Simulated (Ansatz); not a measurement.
# B4C (R-3m): how G0W0 depends on its starting point

Aim: G0W0 for B4C (R-3m) on several starting functionals, at one mesh, band count and screening cutoff.

Method: G0W0 on several functionals, plane waves, PAW, in Ansatz 0.2.0.

## Step 1: Starting point

It takes space group R-3m (No. 166, trigonal). Conventional cell: a = 5.634 Å, b = 5.634 Å, c = 12.077 Å, α = 90.00°, β = 90.00°, γ = 120.00°. Nearest to B lie 1 C at 1.66 Å and 5 B at 1.75 to 1.79 Å. B has 6 B at 1.71 to 1.83 Å nearest. C has 1 C at 1.33 Å and 3 B at 1.66 Å nearest. Nearest to C lie 2 C at 1.33 Å. Farther neighbours are not listed.

Coordinates:

```cif
data_structure
_symmetry_space_group_name_H-M 'R-3m:H'
_symmetry_Int_Tables_number 166
_cell_length_a 5.6335
_cell_length_b 5.6335
_cell_length_c 12.0774
_cell_angle_alpha 90.000
_cell_angle_beta 90.000
_cell_angle_gamma 120.000
_cell_volume 331.94
loop_
_atom_site_label
_atom_site_type_symbol
_atom_site_symmetry_multiplicity
_atom_site_Wyckoff_symbol
_atom_site_fract_x
_atom_site_fract_y
_atom_site_fract_z
_atom_site_occupancy
B1 B 18 h 0.00145 0.50073 0.30717 1
B2 B 18 h 0.11736 0.55868 0.55275 1
C1 C 6 c 0.33333 0.66667 0.27653 1
C2 C 3 b 0.33333 0.66667 0.16667 1
```

The cell and positions are those that the Materials Project relaxed with its own functionals (PBE, PBE+U or r2SCAN), kept fixed.

## Step 2: G0W0 on LDA

Now the one-shot GW correction: screening in the RPA, then the self-energy of the levels asked for. This step takes hard PAW files.

This step: G0W0 on LDA, plane waves, PAW.

File input.yaml:

```yaml
crystal:
  lattice:
    - [2.8167559445, 1.6262548028, 4.02581659]
    - [-2.8167559445, 1.6262548028, 4.02581659]
    - [0.0, -3.2525096056, 4.02581659]
  atoms:
    - { symbol: B, position: [0.30861965, 0.80644137, 0.80644137] }
    - { symbol: B, position: [0.80644137, 0.80644137, 0.30861965] }
    - { symbol: B, position: [0.80644137, 0.30861965, 0.80644137] }
    - { symbol: B, position: [0.69138035, 0.19355863, 0.19355863] }
    - { symbol: B, position: [0.19355863, 0.19355863, 0.69138035] }
    - { symbol: B, position: [0.19355863, 0.69138035, 0.19355863] }
    - { symbol: B, position: [0.67011697, 0.99407128, 0.99407128] }
    - { symbol: B, position: [0.99407128, 0.99407128, 0.67011697] }
    - { symbol: B, position: [0.99407128, 0.67011697, 0.99407128] }
    - { symbol: B, position: [0.32988303, 0.00592872, 0.00592872] }
    - { symbol: B, position: [0.00592872, 0.00592872, 0.32988303] }
    - { symbol: B, position: [0.00592872, 0.32988303, 0.00592872] }
    - { symbol: C, position: [0.60986435, 0.60986435, 0.60986435] }
    - { symbol: C, position: [0.39013565, 0.39013565, 0.39013565] }
    - { symbol: C, position: [0.5, 0.5, 0.5] }
kpoints:
  mp_grid: { grid: [4, 4, 4] }
hamiltonian:
  xc: lda
  pseudopotentials: { kind: paw, source: ansatz }
scf:
  occupations: { method: fixed }
gw:
  n_empty_bands: 658
  ecut_chi: 190.0
  qp_bands: [v4, c4]
  qp_kpoints: band_edges
  screening: { model: contour_deformation }
```

Run with:

```sh
> ansatz run input.yaml --threads 4 --pin off --max-ram 138240MiB --backend cuda --events-out ev --progress --plain --runs-dir out --devices 1 --max-vram 26GiB
```

Numbers of over 12 decimals in the logs are rounded to 6 here.

Output:

```text
GPUs: using 1 of 1 available (devices: 1).
Engine: ansatz 0.2.0, x86_64-unknown-linux-gnu
Pseudopotentials: kind: paw
Pseudopotential: B, paw, valence charge 3, recommended cutoff 710 eV (normal), B.paw.azcp
Pseudopotential: C, paw, valence charge 4, recommended cutoff 820 eV (normal), C.paw.azcp
Functional definition: SPW92
  exchange = slater_x
  correlation = pw_c
device memory: the entry about to start is reckoned to put 4.8 GiB on a device that reports 70.0 GiB free (of which the cap on the GPU budget leaves the run 26.0 GiB)
GPU FFT provider: cuFFT
GPU libraries: cuBLAS 13.8.2, cuFFT 12.4.0, cuSOLVER 12.3.4
Crystal: 15 atoms, lattice volume = 110.648 Å³
Basis set: ecut = 820 eV, 5887 PW (Γ)
Bands: 39, of which v1, the nominal top of the filled ones, is band 24 counted from 1 (23 counted from 0)
Symmetry: 12 space group operations
Space group: R-3m (ITA 166), of the structure as read, at distance tolerance 4.8e-5 Å
k-points: 13 of 64
Non-local potential: B, projectors of the file, l = 0: 3, l = 1: 2
Non-local potential: C, projectors of the file, l = 0: 2, l = 1: 2
PAW form: soft (Blöchl's): semilocal exchange-correlation on the pseudo side does not see the compensation charge
PAW frozen core: B, regenerated for the run's functional, and the local potential with it (the file was generated under x = pbe(κ = 0.804, μ = 0.219515), c = pbe(β = 0.066725))
PAW frozen core: C, regenerated for the run's functional, and the local potential with it (the file was generated under x = pbe(κ = 0.804, μ = 0.219515), c = pbe(β = 0.066725))
PAW one-centre angular grid: B, 110 points (default); XC on 64 Gauss nodes
PAW one-centre angular grid: C, 110 points (default); XC on 64 Gauss nodes
Initial density: superposition of atomic densities (chi_scale 0.1, normalization cell, long waves kept (reshape's long-wave potential 0.16 eV rms))
Initial wavefunctions: pseudopotential atomic-orbital guess
GPU buffer pool allocated for 125000 grid points (all kernels)
GPU transforms: local potential and band sums: pruned to the plane-wave sphere, on 50×50×50
Functional: x = slater, c = lda
SCF iter   1: F=—  HF=-2535.840193 eV  |F-HF|=—  |Δ(HF+E_count)|=         —  Δρ=1.18e-1  dr2=2.51e1  ethr=3.10e-3  ⟨swp⟩=5.0  Hψ=2345  notcnv=0  defer=162
preconditioner: auto → Resta (q_TF=auto, 2.374 Å⁻¹)  ε∞=4.3  [insulator: Δε(μ)=4.336 eV  Ē_g=13.547 eV  n_scr=20 (ndim 8)  ℏωp=24.5 eV  f_vac=0.000  ε∞_Penn≈4.3]
SCF iter   2: F=—  HF=-2528.657931 eV  |F-HF|=—  |Δ(HF+E_count)|=    7.18e0  Δρ=5.71e-2  dr2=5.48e0  ethr=3.10e-3  ⟨swp⟩=4.5  Hψ=1048  notcnv=0  defer=168
SCF iter   3: F=—  HF=-2526.550903 eV  |F-HF|=—  |Δ(HF+E_count)|=    2.11e0  Δρ=1.34e-2  dr2=2.60e-1  ethr=3.10e-3  ⟨swp⟩=3.0  Hψ=911  notcnv=0  defer=167
SCF iter   4: F=—  HF=-2526.482439 eV  |F-HF|=—  |Δ(HF+E_count)|=   6.85e-2  Δρ=4.56e-3  dr2=2.03e-2  ethr=5.42e-4  ⟨swp⟩=2.9  Hψ=908  notcnv=0  defer=169
SCF iter   5: F=—  HF=-2526.480623 eV  |F-HF|=—  |Δ(HF+E_count)|=   1.82e-3  Δρ=1.01e-3  dr2=1.47e-3  ethr=4.22e-5  ⟨swp⟩=3.0  Hψ=757  notcnv=0  defer=169
SCF iter   6: F=—  HF=-2526.480494 eV  |F-HF|=—  |Δ(HF+E_count)|=   1.28e-4  Δρ=2.15e-4  dr2=5.33e-5  ethr=3.07e-6  ⟨swp⟩=2.0  Hψ=732  notcnv=0  defer=169
SCF iter   7: F=—  HF=-2526.480495 eV  |F-HF|=—  |Δ(HF+E_count)|=   3.17e-7  Δρ=3.94e-5  dr2=1.80e-6  ethr=1.11e-7  ⟨swp⟩=2.6  Hψ=752  notcnv=0  defer=168
SCF iter   8: F=-2526.480495 eV  HF=-2526.480495 eV  |F-HF|=1.02e-8  |Δ(HF+E_count)|=   2.41e-7  Δρ=7.81e-6  dr2=7.14e-8  ethr=2.08e-10  ⟨swp⟩=14.7  Hψ=3592  notcnv=0
SCF 1 converged in 8 iterations: F = -2526.480495 eV  dr2 = 7.14e-8
  greatest PAW one-centre occupation: 0.433 electrons in one spin orbital (limit 2), on the C atom at site 14 (counted from 0), in its partial waves of l = 0
device memory: the entry about to start is reckoned to put 6.4 GiB (of the 6.5 GiB reckoned in all, the device holds 0.1 GiB already) on a device that reports 70.3 GiB free (of which the cap on the GPU budget leaves the run 25.9 GiB)
NSCF: frozen V_eff on 13 k-points
the band table was solved once the SCF had ended and its energy, with any forces and stress, was formed, with the checks that follow a solve (2068 applications of the Hamiltonian). They found nothing against the state; the energy, forces and stress were not computed again (output.eigenvalues in the input reference)
device memory: the entry about to start is reckoned to put 8.9 GiB on a device that reports 70.0 GiB free (of which the cap on the GPU budget leaves the run 26.0 GiB)
NSCF: frozen V_eff on 13 k-points
G₀W₀ screening: q 1/13
[... further progress lines ...]
device memory: the entry about to start is reckoned to put 0.9 GiB on a device that reports 70.1 GiB free (of which the cap on the GPU budget leaves the run 26.0 GiB)
NSCF: frozen V_eff on 1 k-points
device memory: the entry about to start is reckoned to put 0.9 GiB on a device that reports 70.1 GiB free (of which the cap on the GPU budget leaves the run 26.0 GiB)
NSCF: frozen V_eff on 1 k-points
device memory: the entry about to start is reckoned to put 0.9 GiB on a device that reports 69.9 GiB free (of which the cap on the GPU budget leaves the run 26.0 GiB)
NSCF: frozen V_eff on 1 k-points
SCF converged after 8 iterations
Free energy (F): -2526.480495 eV
Harris-Foulkes:  -2526.480495 eV  (|F-HF|=1.02e-8)
Internal energy: -2526.480495 eV  (E = F + TS)
E sigma→0 (E₀):  -2526.480495 eV
Fermi energy:    7.772946 eV
--- Per-component energies (eV) ---
  E_band       = 75.155820
  E_kinetic    = 953.592720
  E_local      = -772.361307  (includes V_loc(G=0)·N_el)
  E_nonlocal   = 196.458228
  E_hartree    = 197.416885
  E_xc         = -573.297332
  E_vxc        = -657.768408  (∫ρ·V_xc dr)
  E_paw        = -1101.960607  (= ΣΔE_a)
  E_vpaw       = -39.598643  (= ΣTr[D̂ρ^β])
  E_aug_tail   = 0.000003  (compensation charges beyond the density's cutoff)
  E_ewald      = -1427.071001
  E_core_change = 0.741916  (= ΣΔE_core)
  E_smearing   = -0.000000  (= −TS)
  E_closure    = 0.000000  (closes the sum)
  Σ components = -2526.480495   (vs F -2526.480495, Δ=0.00e0)
--- Band table (eV; the first three rows and the last of 13) ---
  k-point 0: bands = [... 20 lower, 6.7723, 6.7723, 7.7266, 7.7266, 10.2132, 10.2132, 12.7654, 13.5488, ... 11 higher]
  k-point 1: bands = [... 20 lower, 6.3274, 6.6387, 6.9250, 7.7715, 9.7129, 10.2426, 13.0511, 13.4630, ... 11 higher]
  k-point 2: bands = [... 20 lower, 5.8434, 5.8813, 6.7584, 7.7729, 9.2911, 9.9815, 12.1332, 13.1611, ... 11 higher]
  k-point 12: bands = [... 20 lower, 6.4848, 7.0593, 7.0593, 7.3951, 9.6311, 9.6311, 12.0393, 12.2968, ... 11 higher]
--- G₀W₀: contour deformation, 7 samples at zero and on the imaginary axis and 2 off it, 64 q-points, 658 empty bands' worth ---
  eigenvalues of the whole cell's RPA ε∞ on this k-mesh (on a slab, of 1 + 4πα/V) = 7.4295, 7.4295, 9.0228; static W/v taken at q = 0 is 0.125750
  bands read: the sum over 682 bands ends inside a degenerate multiplet in 1 slot, whose members it reads at an even weight; the widest, k=12: bands 682 to 683 (counted from 1) at 1/2 each
  gw.qp_kpoints: band_edges: 11 of 13 stored k-points solved, in 1 pass; an edge of the gap read off the rows below is read off those points alone
    valence top: of the k-points left out ik 10 came nearest to being solved in a further pass, in band 24 (counted from 1, as in the quasiparticle table): it holds the edge there only if its correction is more favourable than any solved in that band by at least 0.310 eV; those differ by 0.225 eV
    conduction bottom: of the k-points left out ik 10 came nearest to being solved in a further pass, in band 25 (counted from 1, as in the quasiparticle table): it holds the edge there only if its correction is more favourable than any solved in that band by at least 0.550 eV; those differ by 0.110 eV
    ik  band        ε_KS         Σx   Σc(E_QP)       V_xc       Z   E_QP_lin       E_QP  E_QP is
     0    21      6.7723   -17.5251     1.6275   -15.4541  0.7797     6.3266     6.3288  root
     0    22      6.7723   -17.5251     1.6275   -15.4541  0.7797     6.3266     6.3288  root
     0    23      7.7266   -16.9559     1.9464   -14.4222  0.7755     7.1346     7.1393  root
     0    24      7.7266   -16.9559     1.9464   -14.4222  0.7755     7.1346     7.1393  root
     0    25     10.2132    -9.4933    -5.3681   -15.4586  0.7419    10.8191    10.8103  root
     0    26     10.2132    -9.4933    -5.3681   -15.4586  0.7419    10.8191    10.8103  root
     0    27     12.7654    -7.9901    -4.8559   -13.3199  0.7966    13.2427    13.2393  root
     0    28     13.5488    -7.4371    -5.0302   -12.9352  0.7928    14.0200    14.0167  root
     1    21      6.3274   -17.1564     1.9805   -14.6547  0.7686     5.8018     5.8062  root
     1    22      6.6387   -16.7735     1.5845   -14.7589  0.7777     6.2064     6.2086  root
     1    23      6.9250   -17.1189     2.1801   -14.3351  0.7678     6.3138     6.3212  root
     1    24      7.7715   -16.9512     1.9202   -14.4521  0.7761     7.1882     7.1926  root
     1    25      9.7129    -9.5627    -4.8390   -14.9542  0.7583    10.2705    10.2654  root
     1    26     10.2426    -9.5489    -5.2810   -15.4056  0.7434    10.8265    10.8184  root
     1    27     13.0511    -7.5738    -4.8376   -12.8804  0.7937    13.5231    13.5202  root
     1    28     13.4630    -7.8000    -5.2568   -13.5737  0.7781    13.9813    13.9799  root
     2    21      5.8434   -17.1007     2.2354   -14.3118  0.7584     5.2850     5.2899  root
     2    22      5.8813   -15.8051     1.8049   -13.5458  0.7665     5.4239     5.4269  root
     2    23      6.7584   -16.2118     1.5417   -14.2480  0.7792     6.3341     6.3362  root
     2    24      7.7729   -16.9957     1.9425   -14.4664  0.7757     7.1815     7.1861  root
     2    25      9.2911    -9.7800    -4.3681   -14.6352  0.7680     9.7813     9.7782  root
     2    26      9.9815    -9.4834    -5.0437   -15.0643  0.7539    10.5242    10.5187  root
     2    27     12.1332    -7.6283    -4.4841   -12.5346  0.7982    12.5572    12.5553  root
     2    28     13.1611    -7.7424    -5.2205   -13.4844  0.7663    13.6869    13.6825  root
[...]
12    21      6.4848   -16.2571     1.6861   -14.1232  0.7780     6.0346     6.0371  root
    12    22      7.0593   -15.8295     1.3479   -14.0698  0.7816     6.6456     6.6476  root
    12    23      7.0593   -15.8295     1.3479   -14.0698  0.7816     6.6456     6.6476  root
    12    24      7.3951   -15.6355     1.2015   -14.0272  0.7830     6.9864     6.9883  root
    12    25      9.6311    -9.3862    -4.7387   -14.6426  0.7643    10.1528    10.1487  root
    12    26      9.6311    -9.3862    -4.7387   -14.6426  0.7643    10.1528    10.1487  root
    12    27     12.0393    -8.7305    -4.6229   -13.7198  0.7983    12.4069    12.4057  root
    12    28     12.2968    -7.8986    -4.7229   -13.1585  0.7879    12.8378    12.8338  root
```

Wall time 42 s (1 × NVIDIA H100 80GB HBM3 (shared by 3 runs) with 4 threads of AMD EPYC 7R13 (Zen 3), shared host); peak memory 3 GiB; 65 s of CPU time.

Numbers from this step:

| Item | Value |
| --- | --- |
| bands summed | 682 |
| RPA ε∞ on this mesh (eigenvalues) | 7.430, 7.430, 9.023 |
| plane waves in the screening matrix | 663 |
| q-points in the mesh | 64 |
| G0W0 gap on the mesh | 2.586 eV |
| k of the valence top | 0, 0, 0.25 |
| k of the conduction bottom | 0, 0, -0.5 |
| starting gap on the mesh | 1.518 eV |
| Z at the valence top | 0.7761 |
| Z at the conduction bottom | 0.7680 |
| least direct G0W0 gap on the computed points | 2.592 eV |

The gap on the mesh goes from 1.52 eV to 2.59 eV, a correction of +1.07 eV. Between the two edge states, bare exchange in place of the xc potential would open the gap by 7.35 eV, and correlation takes back 6.29 eV.

[end of part 1 of 2]

[Paths, hosts, dates, memory and timing lines, banners, echoed tables and standing remarks are left out of the program output.]

[Logs are printed without paths, hosts, clocks, repeated set-up lines and the standing remarks that a program may print on its own settings, such as how far it seeks lower states.]

[Runs of the session that timed out or met a known fault of the program may be left out.]

[Cells called generated may have been cut or substituted from an entry of the Crystallography Open Database or the Materials Project.]

[Hosts, paths, dates, database ids (printed as entryN), source tags and the programs' standing remarks are cut or masked in the printed files.]
